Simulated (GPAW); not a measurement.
## InCo3P (model structure): optical spectrum from first principles

Aim: the dielectric function of InCo3P (model structure), and the optical constants that follow from it. The structure is a model built here, which may or may not match a known phase. It was built so: All N replaced by P in the Pm-3m structure of InCo3N. The cell given below was relaxed beforehand with Ansatz.

Main program and level: GPAW 26.7.0; DFT, PBE, plane-wave PAW (GPAW data sets), scalar-relativistic, RPA, optical limit.

Most raw output is cut from this account.

### Step 1. The starting structure

The structure is cubic, space group Pm-3m (No. 221). The conventional cell has a = 4.154 Å, b = 4.154 Å, c = 4.154 Å, α = 90.00°, β = 90.00°, γ = 90.00°. Nearest to In lie 12 Co at 2.94 Å. Co has 2 P at 2.08 Å and 4 In at 2.94 Å and 8 Co at 2.94 Å nearest. Nearest to P lie 6 Co at 2.08 Å. All N replaced by P in the Pm-3m structure of InCo3N. Farther neighbours are not listed.

### Step 2. Ground state

First the ground state: is it a metal or has it a gap?

This step: DFT, PBE, plane-wave PAW (GPAW data sets), scalar-relativistic, ground state (GPAW 26.7.0).

Contents of gs.py:

```python
from ase import Atoms
from ase.dft.bandgap import bandgap
from gpaw import GPAW, PW, FermiDirac

atoms = Atoms(['In', 'Co', 'Co', 'Co', 'P'],
              cell=[[4.15363617, 0.00000000, 0.00000000],
                    [0.00000000, 4.15363617, 0.00000000],
                    [0.00000000, 0.00000000, 4.15363617]],
              scaled_positions=[[1.00000000, 0.00000000, 0.00000000],
                                [0.00000000, 0.50000000, 0.50000000],
                                [0.50000000, 1.00000000, 0.50000000],
                                [0.50000000, 0.50000000, 0.00000000],
                                [0.50000000, 0.50000000, 0.50000000]],
              pbc=[True, True, True])
atoms.set_initial_magnetic_moments([0.0, 2.0, 2.0, 2.0, 0.0])
atoms.calc = GPAW(mode=PW(450), xc='PBE', kpts={'size': (6, 6, 6), 'gamma': True},
                  occupations=FermiDirac(0.05), maxiter=150, txt='gs.txt')
print('energy (eV)', atoms.get_potential_energy())
print('Fermi level (eV)', atoms.calc.get_fermi_level())
print('valence electrons', atoms.calc.get_number_of_electrons())
print('gap (eV)', bandgap(atoms.calc, output=None)[0])
print('direct gap (eV)', bandgap(atoms.calc, direct=True, output=None)[0])
print('moments', atoms.get_magnetic_moments().round(3).tolist())
atoms.calc.write('gs.gpw')
```

Started as:

```bash
OMP_NUM_THREADS=1 python gs.py
```

Elapsed: 54 s, on 1 thread of Arm Neoverse V2, shared host; peak memory 0.19 GiB.

This step gave:

- energy: -31.96 eV
- Fermi energy: 9.250 eV
- electrons: 45
- site moments: -0.014, 0.674, 0.674, 0.674, -0.005 μB

There are states at the Fermi level within the smearing, so the occupations stay smeared and the carriers get a Drude term.

### Step 3. Bands for the response

At the fixed density, many empty bands are solved on the mesh of the response, since the spectrum sums over them.

This step: DFT, PBE, plane-wave PAW (GPAW data sets), scalar-relativistic, bands at fixed density (GPAW 26.7.0).

Contents of nscf.py:

```python
from ase.dft.bandgap import bandgap
from gpaw import GPAW, FermiDirac

calc = GPAW('gs.gpw').fixed_density(kpts={'size': (8, 8, 8), 'gamma': True}, nbands=48, convergence={'bands': 42},
                                    occupations=FermiDirac(0.05), txt='nscf.txt')
print('gap (eV)', bandgap(calc, output=None)[0])
print('direct gap (eV)', bandgap(calc, direct=True, output=None)[0])
calc.write('full.gpw', mode='all')
```

Started as:

```bash
OMP_NUM_THREADS=1 python nscf.py
```

The job ended after 2.2 min (1 thread; peak memory 0.27 GiB).

### Step 4. Dielectric function, RPA

Local fields let the induced charge screen the field inside the cell, which as a rule lowers ε, most along directions where the density is uneven.

This step: DFT, PBE, plane-wave PAW (GPAW data sets), scalar-relativistic, RPA, optical limit (GPAW 26.7.0).

Contents of df.py:

```python
from gpaw.response.df import DielectricFunction

df = DielectricFunction('full.gpw', frequencies={'type': 'nonlinear', 'domega0': 0.03, 'omega2': 8},
                        ecut=50,
                        eta=0.15,
                        nbands=42,
                        rate=0.03,
                        txt='df.txt')
for direction in ['x']:
    df.get_dielectric_function(xc='RPA', direction=direction, filename=f'df_{direction}.csv')
```

Started as:

```bash
OMP_NUM_THREADS=1 python df.py
```

Elapsed: 22 s, on 1 thread; peak memory 0.35 GiB.

Some rows of df_x.csv (energy; Re and Im without local fields; Re and Im with them):

```text
0.000000, 8668.402104, 0.000000, 8668.206501, 0.000000
0.460735, -5.411361, 33.487075, -5.668430, 33.435697
0.943989, -1.803968, 21.325915, -1.960897, 21.185491
1.451455, 3.027537, 13.529619, 2.966096, 13.360523
1.984998, 5.036742, 8.895035, 4.972822, 8.743655
2.546682, 7.484784, 10.338045, 7.377071, 10.118759
3.138794, 8.188030, 12.236051, 8.214202, 11.643961
3.763875, 1.717457, 14.592241, 2.531572, 14.430746
4.424758, -2.371042, 9.809949, -2.123634, 10.370913
5.124608, -0.882560, 7.434829, -0.879988, 7.670706
5.866977, -1.178899, 6.807211, -1.060287, 7.110629
6.655862, -0.907835, 5.440976, -1.197204, 5.742617
7.495775, -1.623210, 5.045504, -2.046630, 5.088791
8.391833, -1.532465, 3.905485, -1.876191, 3.697706
9.349861, -2.610927, 3.103404, -2.504944, 3.088080
10.376517, -1.535587, 1.614641, -1.605219, 1.550976
11.479449, -0.924452, 1.769228, -0.941386, 1.634083
12.667487, -0.696970, 1.268566, -0.757830, 1.086594
13.950874, -0.467488, 1.012571, -0.465390, 0.912895
15.341572, -0.274577, 1.054259, -0.235245, 0.877979
16.853625, -0.325775, 0.841113, -0.181917, 0.738209
```

Sum at mesh points, not converged in k. The Im ε, E ∥ x by photon energy; read off at these points:

```
photon energy (eV)  Im ε, E ∥ x
              0.50         33.2
              1.00         18.9
              1.50         12.9
              2.00         8.67
              2.50         9.98
              3.00         10.5
              3.50         14.3
              3.64         14.9
              4.00         14.2
              4.50         9.70
              5.00         7.87
              5.50         7.54
              6.00         6.89
              6.50         5.92
              7.00         6.25
              7.50         5.08
              8.00         4.19
              8.50         3.80
              9.00         3.47
              9.50         2.67
             10.00         1.87
             10.50         1.52
             11.00         1.44
             11.50         1.63
             12.00         1.30
             12.50         1.12
             13.00         1.03
             13.50         1.03
             14.00        0.902
             14.50        0.875
             15.00        0.895
             15.50        0.899
             16.00        0.763
             16.50        0.752
             17.00        0.730
```

Values under 1 per cm are given as 1; sum at mesh points, not converged in k. Absorption coefficient, E ∥ x against photon energy:

photon energy (eV), log10 absorption coefficient, E ∥ x (1/cm) and a bar from the least value:
```
     1.01        5.5 
     1.99        5.5 
     3.02        5.7 ########
     3.98        6.0 ######################
     4.98        6.0 #######################
     6.02        6.1 #########################
     6.99        6.1 ############################
     8.03        6.2 #############################
     9.02        6.2 ##############################
    10.03        6.2 ##############################
    11.03        6.1 ###########################
    12.02        6.1 ############################
    13.00        6.1 ##########################
    14.04        6.1 #########################
    14.96        6.1 ########################
    16.03        6.1 ########################
    16.96        6.1 #########################
```

Sum at mesh points, not converged in k. Reflectivity at normal incidence, E ∥ x against photon energy; read off at these points:

photon energy (eV), reflectivity at normal incidence, E ∥ x (%) and a bar from the least value:
```
     0.50       62.7 ##############################
     1.00       54.0 #######################
     1.50       42.8 ##############
     2.00       33.5 #######
     2.50       36.2 #########
     3.00       37.2 ##########
     3.50       43.2 ###############
     4.00       46.4 #################
     4.20       48.9 ###################
     4.50       46.6 #################
     5.00       40.8 #############
     5.50       38.8 ###########
     6.00       40.0 ############
     6.28       41.5 #############
     6.50       40.0 ############
     7.00       40.8 #############
     7.50       42.4 ##############
     8.00       45.0 ################
     8.50       41.0 #############
     9.00       42.1 ##############
     9.50       50.6 #####################
     9.68       52.3 ######################
    10.00       50.9 #####################
    10.50       46.5 #################
    11.00       40.1 ############
    11.50       35.9 #########
    11.79       40.5 #############
    12.00       39.4 ############
    12.50       37.7 ##########
    13.00       34.2 ########
    13.50       31.1 #####
    14.00       30.9 #####
    14.50       28.1 ###
    15.00       25.3 #
    15.50       24.8 
    16.00       25.9 #
    16.50       25.0 #
    17.00       24.3
```

Sum at mesh points, not converged in k. The loss function −Im 1/ε at q → 0, E ∥ x by energy loss; read off at these points:

```
energy loss (eV)  loss function −Im 1/ε at q → 0, E ∥ x
             0.5                                 0.0299
             1.0                                 0.0528
             1.5                                 0.0738
             2.0                                 0.0859
             2.5                                 0.0637
             3.0                                 0.0602
             3.5                                 0.0604
             4.0                                 0.0700
             4.5                                 0.0989
             5.0                                  0.125
             5.5                                  0.132
             6.0                                  0.141
             6.5                                  0.159
             7.0                                  0.151
             7.5                                  0.169
             8.0                                  0.180
             8.5                                  0.213
             9.0                                  0.221
             9.5                                  0.200
            10.0                                  0.249
            10.5                                  0.341
            11.0                                  0.444
            11.5                                  0.455
            12.0                                  0.494
            12.5                                  0.595
            13.0                                  0.712
            13.5                                  0.776
            14.0                                  0.891
            14.5                                  0.985
            15.0                                   1.02
            15.5                                   1.03
            16.0                                   1.19
            16.5                                   1.23
            17.0                                   1.29
```

Sum at mesh points, not converged in k. Table of Im ε, E ∥ x by photon energy; read off at these points:

```
photon energy (eV)  without local fields  with local fields
              0.50                  33.3               33.2
              1.00                  19.0               18.9
              1.50                  13.0               12.9
              2.00                  8.82               8.67
              2.50                  10.2               9.98
              3.00                  11.0               10.5
              3.50                  14.9               14.3
              3.64                  15.3               14.9
              4.00                  14.0               14.2
              4.50                  9.18               9.70
              5.00                  7.60               7.87
              5.50                  7.35               7.54
              6.00                  6.51               6.89
              6.50                  5.54               5.92
              7.00                  6.02               6.25
              7.50                  5.04               5.08
              8.00                  4.25               4.19
              8.50                  4.10               3.80
              9.00                  3.78               3.47
              9.50                  2.65               2.67
             10.00                  1.93               1.87
             10.50                  1.59               1.52
             11.00                  1.51               1.44
             11.50                  1.76               1.63
             12.00                  1.37               1.30
             12.50                  1.27               1.12
             13.00                  1.19               1.03
             13.50                  1.13               1.03
             14.00                  1.00              0.902
             14.50                 0.986              0.875
             15.00                  1.02              0.895
             15.50                  1.05              0.899
             16.00                 0.922              0.763
             16.50                 0.844              0.752
             17.00                 0.812              0.730
```

At chosen wavelengths:

```
wavelength (nm)     n      k  R (%)     1/α
           1550  3.66  3.748   59.1   33 nm
            800  2.81  2.201   41.9   29 nm
            633  2.73  1.626   34.1   31 nm
            532  3.11  1.441   34.5   29 nm
            365  3.30  2.109   42.4   14 nm
            248  1.87  2.099   40.8  9.4 nm
            193  1.53  1.981   40.7  7.8 nm
```

In reflection the computed colour is grey: x = 0.305, y = 0.321, luminous reflectivity 34 %.

### Step 5. Summary of results

At this level (PBE, RPA) InCo3P is a metal. The mesh is too coarse to trust the carriers' weight, the reflectivity or the colour to better than tens of per cent. In reflection the computed colour is grey: x = 0.305, y = 0.321, luminous reflectivity 34 %. The carriers' damping of 0.03 eV is typed, not computed; it shapes the response at the lowest energies. Spin-orbit coupling is left out although heavy atoms are present. The magnetic state comes from one start and need not be the lowest. The curves end at 17 eV, about where the summed bands run out. In this version of GPAW the matrix elements of the optical limit are incomplete, which can lower ε − 1 by up to a tenth where first-row anions or d states rule, and shift it by more in d metals. GPAW's carrier term has the form −ωp²/(ω + i·rate)², which damps like twice the rate and fails at low energy, so the curves leave the lowest energies out. The sum runs over mesh points 0.19 Å⁻¹ apart with no interpolation, so peaks are partly noise of the mesh, and the Drude plasma energy, a sum over the Fermi surface, isn't converged.

[Machine, clock and banner lines and Python warnings are left out of the logs.]

[Logs are printed without paths, hosts, clocks, repeated set-up lines and the standing remarks that a program may print on its own settings, such as how far it seeks lower states.]

[Hosts, paths, dates, database ids (printed as entryN), source tags and the programs' standing remarks are cut or masked in the printed files.]
